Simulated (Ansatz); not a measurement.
# How fast states decay through CsLaSO, part 2 of 3

Wanted: the relaxed cell of CsLaSO, its band edges and its decay constants. It is built by putting O for part of the S in the CsLaS2 structure of space group R-3m, with the volume rescaled by atomic radii. The parent structure comes from the Materials Project.

Ansatz 0.2.0; PBE DFT, plane waves, PAW files (the session's first sound run).

So far. Step 2 (Cell and atoms at rest): The largest force component on a free atom ends at 0.0045 eV/Å.

The structure was built from a prototype and need not be the compound's stable phase.

**3. Band edges**

The energy window and the wavevectors of the next steps follow from the band edges, so these are searched first, off the mesh as well.

Contents of input.yaml:

```yaml
crystal:
  lattice:
    - [2.0070347442, 1.1587620498, 7.6785524965]
    - [-2.0070347442, 1.1587620498, 7.6785524965]
    - [0.0, -2.3175240996, 7.6785524965]
  atoms:
    - { symbol: Cs, position: [-8.345e-05, -8.345e-05, -8.345e-05] }
    - { symbol: La, position: [0.5124505138, 0.5124505138, 0.5124505138] }
    - { symbol: O, position: [0.2187720874, 0.2187720874, 0.2187720874] }
    - { symbol: S, position: [0.7688608487, 0.7688608487, 0.7688608487] }
kpoints:
  mp_grid: { grid: [6, 6, 6] }
  band_path: { path: [VBM, CBM], npoints: 30 }
scf:
  occupations: { method: fixed }
hamiltonian:
  xc: pbe
output:
  eigenvalues: true
  write_potential: true
  write_density: true
  volumetric_format: npy
  elf: true
```

Command:

```console
ansatz run input.yaml --threads 2 --pin off --max-ram 4096MiB --backend cpu --events-out ev --progress --plain --runs-dir out
```

Numbers of over 12 decimals in the logs are rounded to 6 here.

Output:

```text
[...]
Crystal: 4 atoms, lattice volume = 107.147 Å³
Basis set: ecut = 420 eV, 2077 PW (Γ), FFT grids on a1−a2, a2, −a2+a3
Bands: 20, of which v1, the nominal top of the filled ones, is band 16 counted from 1 (15 counted from 0)
Symmetry: 6 space group operations
[...]
k-points: 32 of 216 (time reversal used)
[...]
SCF iter   1: F=—  HF=-13396.572070 eV  |F-HF|=—  |Δ(HF+E_count)|=         —  Δρ=1.73e-3  dr2=4.65e-3  ethr=1.77e-3  ⟨swp⟩=6.2  Hψ=2967  notcnv=0  defer=55
[...]
SCF iter   7: F=-13396.573188 eV  HF=-13396.573188 eV  |F-HF|=1.86e-8  |Δ(HF+E_count)|=   6.65e-7  Δρ=3.52e-6  dr2=1.75e-8  ethr=3.13e-10  ⟨swp⟩=9.5  Hψ=3513  notcnv=0
SCF 1 converged in 7 iterations: F = -13396.573188 eV  dr2 = 1.75e-8
[...]
NSCF: frozen V_eff on 32 k-points
[...]
SCF converged after 7 iterations
Free energy (F): -13396.573188 eV
[...]
Internal energy: -13396.573188 eV  (E = F + TS)
E sigma→0 (E₀):  -13396.573188 eV
Fermi energy:    7.082595 eV
[...]
--- Band table (eV; the first three rows and the last of 32) ---
  k-point 0: bands = [... 12 lower, 4.8533, 6.4408, 7.0826, 7.0826, 9.7594, 10.6984, 11.0468, 11.1599]
  k-point 1: bands = [... 12 lower, 5.2621, 6.3684, 6.5257, 6.9502, 10.3160, 10.5503, 11.0765, 11.1230]
  k-point 2: bands = [... 12 lower, 5.4840, 5.9149, 6.4583, 6.7723, 10.0479, 10.5336, 10.9818, 11.0645]
  k-point 31: bands = [... 12 lower, 5.1576, 5.8475, 7.0362, 7.0362, 9.7569, 11.0278, 11.1342, 11.1342]
```

Wall time 12 s (2 threads of Arm Neoverse V2, shared host); peak memory 0.37 GiB; 24 s of CPU time.

This step gave:

| Quantity | Value |
| --- | --- |
| Fermi energy | 7.083 eV |
| gap on the k-mesh | 2.342 eV |
| gap on path | 2.342 eV, by band count; negative where bands overlap |
| direct gap on path | 2.629 eV |
| edge places on path | 0, 0.9440 1/A along the path |

Electronic bands along the path, in eV, zero at the Fermi level (highest filled level under fixed occupations); v1 is the highest filled band, c1 the lowest empty one:

| point | v4 | v3 | v2 | v1 | c1 | c2 | c3 | c4 |
| --- | --- | --- | --- | --- | --- | --- | --- | --- |
| VBM | -2.23 | -0.64 | 0.00 | 0.00 | 2.68 | 3.62 | 3.96 | 4.08 |
| halfway | -1.65 | -1.10 | -0.70 | -0.27 | 3.13 | 3.62 | 3.98 | 4.01 |
| CBM | -1.51 | -0.99 | -0.72 | -0.29 | 2.34 | 3.85 | 3.97 | 3.99 |

ELF in the ac plane of the conventional cell at fractional y = 0.000, with atoms of Cs and La and O and S within 0.2 Å of it. It is the smooth field of the valence electrons, not physical close to the nuclei.

Ten even steps from '0' (0.01) to '9' (0.85), each cell a mean:
```
67985200137987
33222466532223
00135788874200
11001233321011
78631245322578
78863100014898
43211122111234
00025789874100
00013556542100
00023344432100
11135788874211
67752233223677
36873122115884
65311244321245
00000111110000
00025788874100
32113567642123
89874200135899
36998410269984
88642222113578
11001233210001
00001222211000
66531001012456
46998400269985
```
Columns run along a (4.0 Å), rows up along c (23.0 Å), edges of the conventional cell, whose origin can differ from the input's. Atoms in or near the plane, at fractional coordinates: Cs at (0.00, 0.00), La at (0.00, 0.49), O at (0.00, 0.78), S at (0.00, 0.23).

Valence density in the ac plane of the conventional cell at fractional y = 0.000, with atoms of Cs and La and O and S within 0.2 Å of it. It is the smooth field of the valence electrons, not physical close to the nuclei.

Ten steps, logarithmic in the rise over the least value, from '0' (0.0 e/Å³) to '9' (4.6 e/Å³), each cell a mean:
```
66653211124666
33222223222223
00122344432110
11112344332111
87543344433468
99742111123589
32211111111122
00012344432100
00012334332100
00012233221100
22223344332222
77653222234567
77764222235677
54322222222345
00001111110000
00012344432100
11122334332111
65542111123456
56654211234666
55433333333445
11122344432111
00011233321000
44321100011234
56654210135666
```
Columns run along a (4.0 Å), rows up along c (23.0 Å), edges of the conventional cell, whose origin can differ from the input's. Atoms in or near the plane, at fractional coordinates: Cs at (0.00, 0.00), La at (0.00, 0.49), O at (0.00, 0.78), S at (0.00, 0.23).

Electrostatic potential energy in the ac plane of the conventional cell at fractional y = 0.000, with atoms of Cs and La and O and S within 0.2 Å of it. With pseudopotentials it is smooth inside the atoms' cores, unlike the true potential.

Values in eV, 24 rows by 14 columns, each cell a mean:
```
-15 -15 -13  -6   4   8   9   9   9   7   0 -10 -14 -15
  6   7   9  10  11  11  11  11  11  11  10   9   8   7
 12  12  12  12  11  10   9   9  10  11  12  12  12  12
 12  12  11  10   8   6   4   4   5   7   9  10  11  12
 -8  -4   6   9   6   3   0   0   1   4   8   9   2  -6
-21 -16   0  11  10   9   8   7   8   9  11   9  -7 -19
 12  12  11  11  10   9   8   8   8   9  10  11  11  12
  9   9   9   8   6   4   2   1   2   5   7   8   9   9
 10   9   9   8   7   5   4   3   4   6   8   9   9   9
 11  11  11  11  11  11  10  10  10  11  11  11  11  11
  7   8   9  10  11  10  10  10  10  11  11  10   8   7
-22 -21 -16  -4   5   9  10  11  10   7   2 -10 -19 -22
-16 -26 -26 -13   1   7  10  11   9   6  -3 -21 -28 -23
 -5  -3   1   6   9  11  12  12  11  10   8   4   0  -4
  8   8   9   9   9   9   9   9   9   9   9   9   9   8
  9   9   8   7   6   4   2   1   3   5   6   8   8   9
 10  10  10   9   7   5   3   3   4   6   8   9  10  10
 -9  -5   2   9  11  11  11  11  11  11  10   7  -1  -7
-22 -26 -18   2  10  11  11  11  11  11   8  -6 -24 -25
  2   4   7   8   8   6   4   4   5   7   8   8   6   3
 10  10   9   8   6   4   1   1   2   5   7   9  10  10
 10  10  10  10  10  10   9   9   9  10  10  10  10  10
  1   2   5   7   9  10  10  10  10   9   8   6   4   2
-16 -16 -16  -9   2   7   8   8   8   5  -2 -13 -17 -16
```
Columns run along a (4.0 Å; values clipped at the 3rd and 97th percentile), rows up along c (23.0 Å), edges of the conventional cell, whose origin can differ from the input's. Atoms in or near the plane, at fractional coordinates: Cs at (0.00, 0.00), La at (0.00, 0.49), O at (0.00, 0.78), S at (0.00, 0.23).

The searched edges give 2.34 eV, as on the mesh.

**4. Complex bands**

This step: PBE DFT, plane waves, PAW files; complex bands by layer matching along the plane's normal (Ansatz 0.2.0).

The same crystal is laid in a cell whose first two vectors span the (001) plane (indices of the standard conventional cell, whose axes can be ordered otherwise than in the bulk input). At fixed energy and wavevector in the plane the solver finds all kz, real and complex. A few wavevectors are listed, (0, 0), (-0.5, -0.5) and (0.5, 0) in units of the plane's reciprocal vectors; the slowest state needn't be among them.

Contents of input.yaml:

```yaml
crystal:
  lattice:
    - [4.014069488, 0.0, 0.0]
    - [2.007034744, 3.476286149, 0.0]
    - [2.007034744, -1.15876205, 7.678552496]
  atoms:
    - { symbol: Cs, position: [0.9998331, 8.345e-05, 0.00025035] }
    - { symbol: La, position: [0.0249010276, 0.4875494862, 0.4626484586] }
    - { symbol: O, position: [0.4375441748, 0.7812279126, 0.3436837378] }
    - { symbol: S, position: [0.5377216974, 0.2311391513, 0.6934174539] }
kpoints:
  mp_grid: { grid: [8, 8, 8] }
scf:
  occupations: { method: fixed }
hamiltonian:
  xc: pbe
output:
  eigenvalues: true
  transmission:
    leads: [[0, 0]]
    kpoints: [[0.0, 0.0], [-0.5, -0.5], [0.5, 0.0]]
    e_range: [-1.0, 3.34]
    de: 0.07
```

Output:

```text
[...]
Crystal: 4 atoms, lattice volume = 107.147 Å³
Basis set: ecut = 420 eV, 2077 PW (Γ)
Bands: 20, of which v1, the nominal top of the filled ones, is band 16 counted from 1 (15 counted from 0)
Symmetry: 6 space group operations
[...]
k-points: 65 of 512 (time reversal used)
[...]
SCF iter   1: F=—  HF=-13396.572840 eV  |F-HF|=—  |Δ(HF+E_count)|=         —  Δρ=1.73e-3  dr2=4.59e-3  ethr=1.77e-3  ⟨swp⟩=6.0  Hψ=6017  notcnv=0  defer=108
[...]
SCF iter   7: F=-13396.573387 eV  HF=-13396.573387 eV  |F-HF|=2.07e-8  |Δ(HF+E_count)|=   7.45e-7  Δρ=3.83e-6  dr2=2.16e-8  ethr=3.13e-10  ⟨swp⟩=9.4  Hψ=7216  notcnv=0
SCF 1 converged in 7 iterations: F = -13396.573387 eV  dr2 = 2.16e-8
[...]
transmission: 10 of 30 steps passed
transmission: 20 of 30 steps passed
transmission: 30 of 30 steps passed
SCF converged after 7 iterations
Free energy (F): -13396.573387 eV
[...]
Internal energy: -13396.573387 eV  (E = F + TS)
E sigma→0 (E₀):  -13396.573387 eV
Fermi energy:    7.082327 eV
[...]
--- Band table (eV; the first three rows and the last of 65) ---
  k-point 0: bands = [... 12 lower, 4.8532, 6.4406, 7.0823, 7.0823, 9.7594, 10.6983, 11.0467, 11.1597]
  k-point 1: bands = [... 12 lower, 4.8555, 6.3653, 7.0755, 7.0755, 9.7719, 10.7335, 11.0915, 11.1543]
  k-point 2: bands = [... 12 lower, 4.9468, 6.1754, 7.0591, 7.0591, 9.7793, 10.8535, 11.1442, 11.1442]
  k-point 64: bands = [... 12 lower, 5.5351, 6.0331, 6.2273, 6.3339, 10.3787, 10.7057, 10.9959, 11.0520]
--- Transmission ---
  basis      : 121 plane waves across, 10 finite elements along
  points     : 3, as listed
  energies   : 63 from -1.000000 to 3.340000 eV about the Fermi level, 0.070000 eV apart; the leads are filled to 1.170941 eV, and channels, transmission and decay are at 1.170000 eV
  crystal 0  : O1La1S1Cs1, at the sites [0, 0], period 7.6786 Å: whole cells are its period
    offset         : up to 0.0000 Å between an atom of the period and one for which it stands
    channels       : 0.000000e0 a spin
    conductance    : none, the energies end too early or step too widely for 300 K: set another output.transmission.e_range or a lower de, or, where they end at an eighth of basis.ecutwfc, a higher one
    slowest decay  : 0.3114 /Å at (0.0000, 0.0000)
```

It took 19 s on 2 threads; peak memory 0.5 GiB; 37 s of CPU time.

Numbers from this step:

```
free energy                                               : -13396.5734 eV
Fermi energy                                              : 7.082 eV
level to which the leads are filled                       : 1.171 eV from the Fermi level
decay constant at the filling level, zone centre          : 0.3114 Å⁻¹
decay constant at the filling level, slowest listed point : 0.3114 Å⁻¹
```

K parallel (0, 0); values up to 1.5 1/Å, a degenerate pair printed once or twice; energies at which all values exceed this have no row. Table of Im kz of the slowest decaying states by energy, zero at the highest filled level on the SCF mesh:

| energy (eV) | decay 1 (Å⁻¹) | decay 2 (Å⁻¹) | decay 3 (Å⁻¹) | decay 4 (Å⁻¹) |
| --- | --- | --- | --- | --- |
| -1.0000 | 0.564 | 0.951 | 1.07 | - |
| -0.7200 | 0.529 | 0.931 | 1.05 | - |
| -0.5100 | 0.128 | 0.486 | 0.915 | 1.03 |
| -0.2300 | 0.210 | 0.376 | 0.893 | 1.01 |
| -0.0200 | 0.246 | 0.875 | 0.990 | - |
| 0.2600 | 0.277 | 0.412 | 0.815 | 0.887 |
| 0.4700 | 0.292 | 0.481 | 0.776 | 0.887 |
| 0.7500 | 0.305 | 0.532 | 0.729 | 0.881 |
| 1.0300 | 0.311 | 0.563 | 0.681 | 0.871 |
| 1.2400 | 0.311 | 0.579 | 0.644 | 0.861 |
| 1.5200 | 0.305 | 0.591 | 0.594 | 0.837 |
| 1.7300 | 0.296 | 0.548 | 0.601 | 0.812 |
| 2.0100 | 0.277 | 0.481 | 0.606 | 0.777 |
| 2.2200 | 0.255 | 0.420 | 0.608 | 0.748 |
| 2.5000 | 0.201 | 0.300 | 0.609 | 0.706 |
| 2.7800 | 0.173 | 0.612 | 0.655 | 0.761 |
| 2.9900 | 0.220 | 0.613 | 0.742 | - |
| 3.2700 | 0.211 | 0.583 | 0.715 | - |

K parallel (-0.5, -0.5); values up to 1.5 1/Å, a degenerate pair printed once or twice; energies at which all values exceed this have no row. Table of Im kz of the slowest decaying states by energy, zero at the highest filled level on the SCF mesh:

| energy (eV) | decay 1 (Å⁻¹) | decay 2 (Å⁻¹) | decay 3 (Å⁻¹) | decay 4 (Å⁻¹) |
| --- | --- | --- | --- | --- |
| -1.00 | 0.0894 | 0.398 | 0.924 | 1.25 |
| -0.86 | 0.309 | 0.394 | 0.812 | 1.30 |
| -0.65 | 0.134 | 0.360 | 0.491 | 0.685 |
| -0.51 | 0.224 | 0.306 | 0.561 | 0.628 |
| -0.30 | 0.301 | 0.583 | 0.614 | 1.34 |
| -0.16 | 0.317 | 0.336 | 0.568 | 0.628 |
| -0.02 | 0.366 | 0.414 | 0.558 | 0.634 |
| 0.05 | 0.378 | 0.448 | 0.554 | 0.635 |
| 0.19 | 0.400 | 0.503 | 0.547 | 0.635 |
| 0.40 | 0.426 | 0.538 | 0.567 | 0.630 |
| 0.54 | 0.439 | 0.533 | 0.603 | 0.625 |
| 0.75 | 0.450 | 0.525 | 0.619 | 0.653 |
| 0.89 | 0.452 | 0.520 | 0.616 | 0.685 |
| 1.10 | 0.445 | 0.510 | 0.616 | 0.733 |
| 1.24 | 0.433 | 0.504 | 0.619 | 0.769 |
| 1.45 | 0.406 | 0.492 | 0.627 | 0.832 |
| 1.59 | 0.382 | 0.484 | 0.634 | 0.887 |
| 1.80 | 0.335 | 0.470 | 0.645 | 1.00 |
| 1.94 | 0.294 | 0.460 | 0.653 | 0.950 |
| 2.15 | 0.210 | 0.443 | 0.665 | 0.854 |
| 2.29 | 0.111 | 0.431 | 0.674 | 0.810 |
| 2.50 | 0.410 | 0.687 | 0.759 | 1.10 |
| 2.64 | 0.394 | 0.697 | 0.730 | 1.07 |
| 2.85 | 0.0873 | 0.368 | 0.690 | 0.717 |
| 2.99 | 0.111 | 0.348 | 0.664 | 0.739 |
| 3.20 | 0.0979 | 0.313 | 0.623 | 0.837 |
| 3.34 | 0.0345 | 0.285 | 0.594 | 0.821 |

K parallel (0.5, 0); values up to 1.5 1/Å, a degenerate pair printed once or twice; energies at which all values exceed this have no row. Im kz of the slowest decaying states against energy, zero at the highest filled level on the SCF mesh:

| energy (eV) | decay 1 (Å⁻¹) | decay 2 (Å⁻¹) | decay 3 (Å⁻¹) | decay 4 (Å⁻¹) |
| --- | --- | --- | --- | --- |
| -1.0000 | 0.0894 | 0.398 | 0.924 | 1.25 |
| -0.7200 | 0.376 | 0.441 | 0.722 | 1.32 |
| -0.5100 | 0.224 | 0.306 | 0.561 | 0.628 |
| -0.2300 | 0.231 | 0.320 | 0.575 | 0.622 |
| -0.0200 | 0.366 | 0.414 | 0.558 | 0.634 |
| 0.2600 | 0.410 | 0.526 | 0.544 | 0.634 |
| 0.4700 | 0.433 | 0.536 | 0.585 | 0.628 |
| 0.7500 | 0.450 | 0.525 | 0.619 | 0.653 |
| 1.0300 | 0.449 | 0.514 | 0.616 | 0.717 |
| 1.2400 | 0.433 | 0.504 | 0.619 | 0.769 |
| 1.5200 | 0.395 | 0.488 | 0.630 | 0.858 |
| 1.7300 | 0.352 | 0.475 | 0.641 | 0.961 |
| 2.0100 | 0.270 | 0.455 | 0.657 | 0.912 |
| 2.2200 | 0.169 | 0.437 | 0.669 | 0.830 |
| 2.5000 | 0.410 | 0.687 | 0.759 | 1.10 |
| 2.7800 | 0.0537 | 0.377 | 0.703 | 0.709 |
| 2.9900 | 0.111 | 0.348 | 0.664 | 0.739 |
| 3.2700 | 0.0780 | 0.299 | 0.609 | 0.829 |

At the listed wavevectors the last open channel is at -0.02 eV and the next at +2.36 eV on the grid. At +1.17 eV, the grid energy nearest the filling level (the middle of the gap on the SCF mesh), the slowest state at the listed wavevectors decays with κ = 0.311 Å⁻¹, its amplitude falling by e over 3.2 Å. Through 1 nm of this crystal that state's transmission falls by exp(−2 × 0.311 Å⁻¹ × 10 Å) = 0.0020.

**5. Band edges at another level**

This step: LDA DFT, plane waves, PAW files (Ansatz 0.2.0).

The edges again with LDA, at the same atoms.

Contents of input.yaml:

```yaml
crystal:
  lattice:
    - [2.0070347442, 1.1587620498, 7.6785524965]
    - [-2.0070347442, 1.1587620498, 7.6785524965]
    - [0.0, -2.3175240996, 7.6785524965]
  atoms:
    - { symbol: Cs, position: [-8.345e-05, -8.345e-05, -8.345e-05] }
    - { symbol: La, position: [0.5124505138, 0.5124505138, 0.5124505138] }
    - { symbol: O, position: [0.2187720874, 0.2187720874, 0.2187720874] }
    - { symbol: S, position: [0.7688608487, 0.7688608487, 0.7688608487] }
kpoints:
  mp_grid: { grid: [6, 6, 6] }
  band_path: { path: [VBM, CBM], npoints: 30 }
scf:
  occupations: { method: fixed }
hamiltonian:
  xc: lda
output:
  eigenvalues: true
```

Output:

```text
[...]
Crystal: 4 atoms, lattice volume = 107.147 Å³
Basis set: ecut = 420 eV, 2077 PW (Γ), FFT grids on a1−a3, a2−a3, a3
Bands: 20, of which v1, the nominal top of the filled ones, is band 16 counted from 1 (15 counted from 0)
Symmetry: 6 space group operations
[...]
k-points: 32 of 216 (time reversal used)
[...]
SCF iter   1: F=—  HF=-13012.202455 eV  |F-HF|=—  |Δ(HF+E_count)|=         —  Δρ=9.96e-3  dr2=1.18e-1  ethr=1.77e-3  ⟨swp⟩=6.0  Hψ=2995  notcnv=0  defer=52
[...]
SCF iter   7: F=-13012.177730 eV  HF=-13012.177730 eV  |F-HF|=1.65e-8  |Δ(HF+E_count)|=   6.05e-7  Δρ=4.56e-6  dr2=2.93e-8  ethr=3.13e-10  ⟨swp⟩=8.4  Hψ=3379  notcnv=0
SCF 1 converged in 7 iterations: F = -13012.177730 eV  dr2 = 2.93e-8
[...]
SCF converged after 7 iterations
Free energy (F): -13012.177730 eV
[...]
Internal energy: -13012.177730 eV  (E = F + TS)
E sigma→0 (E₀):  -13012.177730 eV
Fermi energy:    6.784398 eV
[...]
--- Band table (eV; the first three rows and the last of 32) ---
  k-point 0: bands = [... 12 lower, 4.4685, 6.1066, 6.7844, 6.7844, 9.1711, 10.2773, 10.5676, 10.7472]
  k-point 1: bands = [... 12 lower, 4.8623, 6.0372, 6.2053, 6.6494, 9.7741, 10.0977, 10.6541, 10.7093]
  k-point 2: bands = [... 12 lower, 5.1038, 5.5698, 6.1394, 6.4690, 9.5496, 10.0776, 10.5480, 10.6492]
  k-point 31: bands = [... 12 lower, 4.7630, 5.4700, 6.7372, 6.7372, 9.2366, 10.5964, 10.7216, 10.7216]
```

Wall time 12 s (2 threads); peak memory 0.36 GiB.

This step gave:

```
free energy        : -13012.1777 eV
Fermi energy       : 6.784 eV
gap on the k-mesh  : 2.148 eV
gap on path        : 2.148 eV, by band count; negative where bands overlap
direct gap on path : 2.387 eV
```

Electronic bands along the path, in eV, zero at the Fermi level (highest filled level under fixed occupations); v1 is the highest filled band, c1 the lowest empty one:

| point | v4 | v3 | v2 | v1 | c1 | c2 | c3 | c4 |
| --- | --- | --- | --- | --- | --- | --- | --- | --- |
| VBM | -2.32 | -0.68 | 0.00 | 0.00 | 2.39 | 3.49 | 3.78 | 3.96 |
| halfway | -1.75 | -1.14 | -0.72 | -0.27 | 2.95 | 3.48 | 3.85 | 3.90 |
| CBM | -1.58 | -1.05 | -0.74 | -0.30 | 2.15 | 3.70 | 3.86 | 3.86 |

The searched edges give 2.15 eV, as on the mesh.

For the gap on the k-mesh, step 3 gave 2.34 eV; this run, with LDA, gives 2.15 eV.

[end of part 2 of 3]

[Logs are printed without paths, hosts, clocks, repeated set-up lines and the standing remarks that a program may print on its own settings, such as how far it seeks lower states.]

[Hosts, paths, dates, database ids (printed as entryN), source tags and the programs' standing remarks are cut or masked in the printed files.]
